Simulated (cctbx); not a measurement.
## Accept or mend?

Cell a = 3.7960 Å, b = 3.7960 Å, c = 9.1640 Å, α = 90.00°, β = 90.00°, γ = 90.00°; space group I4/mmm (no. 139).

The data are simulated with cctbx, not measured: Cu Kα, λ = 1.54184 Å, to d = 0.83 Å, 80 % of the full sphere, strongest reflection 40000 counts, noise from counting, a 2 % proportional error and a noise floor of 15 counts (s.d.); no absorption.

An anisotropic refinement with weights 1/σ² prints:

```text
Rint 0.018, 52 unique reflections to 0.83 A
cycle     R1     wR2    GooF  max shift (A)
   1  0.0915  0.2152  21.676   0.00029
   2  0.0876  0.2025  20.396   0.00000
final R1 0.0876 wR2 0.2025 GooF 20.396  parameters 5  data/parameter 10.4
atom        x        y        z      Ueq    occ   su(xyz)  su(Uiso or U11)
Y1     0.00000  0.00000  0.00000   0.0141  1.000  0.00000  0.0021
P1     0.50000  0.50000  0.11795   0.0281  1.000  0.00136  0.0036
difference map: max 8.08 min -0.78 rms 0.59
Q1    0.0000  0.5000  0.2500    4    8.08  2.25 A from P1
Q2    0.0000  0.0000  0.0000    2    3.83  0.00 A from Y1
Q3    0.0000  0.0000  0.3099    4    0.65  0.66 A from P1
Q4    0.1029  0.1029  0.4326   16    0.39  0.72 A from P1
Q5    0.1493  0.3430  0.1438   32    0.32  1.48 A from P1
Q6    0.2500  0.2500  0.2500    8    0.31  1.81 A from P1
```

**Question.** Can this result stand? If not, what is the likely fault?

Mend it. The fault: an atom left out, Be at (1/2, 0, 1/4). Against the right model at the same level, R1 goes from 0.0040 to 0.0876 and GooF from 0.96 to 20.40 and the top difference peak, 8.1 e/Å³, lies 2.25 Å from P1. Q1 is the missing atom. With scattering power missing, scale and phases suffer, so peaks may also grow on the heavy atoms.

The compound is YBe2P2. The right model at the same level gives:

```text
Rint 0.018, 52 unique reflections to 0.83 A
cycle     R1     wR2    GooF  max shift (A)
   1  0.0089  0.0271   2.786   0.00100
   2  0.0040  0.0094   0.965   0.00000
final R1 0.0040 wR2 0.0094 GooF 0.965  parameters 7  data/parameter 7.4
atom        x        y        z      Ueq    occ   su(xyz)  su(Uiso or U11)
Y1     0.00000  0.00000  0.00000   0.0155  1.000  0.00000  0.0001
P1     0.50000  0.50000  0.11781   0.0339  1.000  0.00007  0.0002
Be1    0.50000  0.00000  0.25000   0.0185  1.000  0.00000  0.0006
difference map: max 0.16 min -0.06 rms 0.03
Q1    0.0000  0.0000  0.1312    4    0.17  1.20 A from Y1
Q2    0.0000  0.0000  0.2546    4    0.15  1.17 A from P1
Q3    0.0000  0.0000  0.5000    2    0.10  1.08 A from P1
Q4    0.2208  0.2208  0.0000    8    0.08  1.19 A from Y1
Q5    0.1710  0.1710  0.2737   16    0.07  1.35 A from P1
Q6    0.0000  0.2659  0.3696   16    0.07  1.02 A from P1
```

This is a model crystal, built by substitution and not relaxed, with assumed displacement parameters.

[Middle refinement cycles are left out of these outputs.]

[Logs are printed without paths, hosts, clocks, repeated set-up lines and the standing remarks that a program may print on its own settings, such as how far it seeks lower states.]
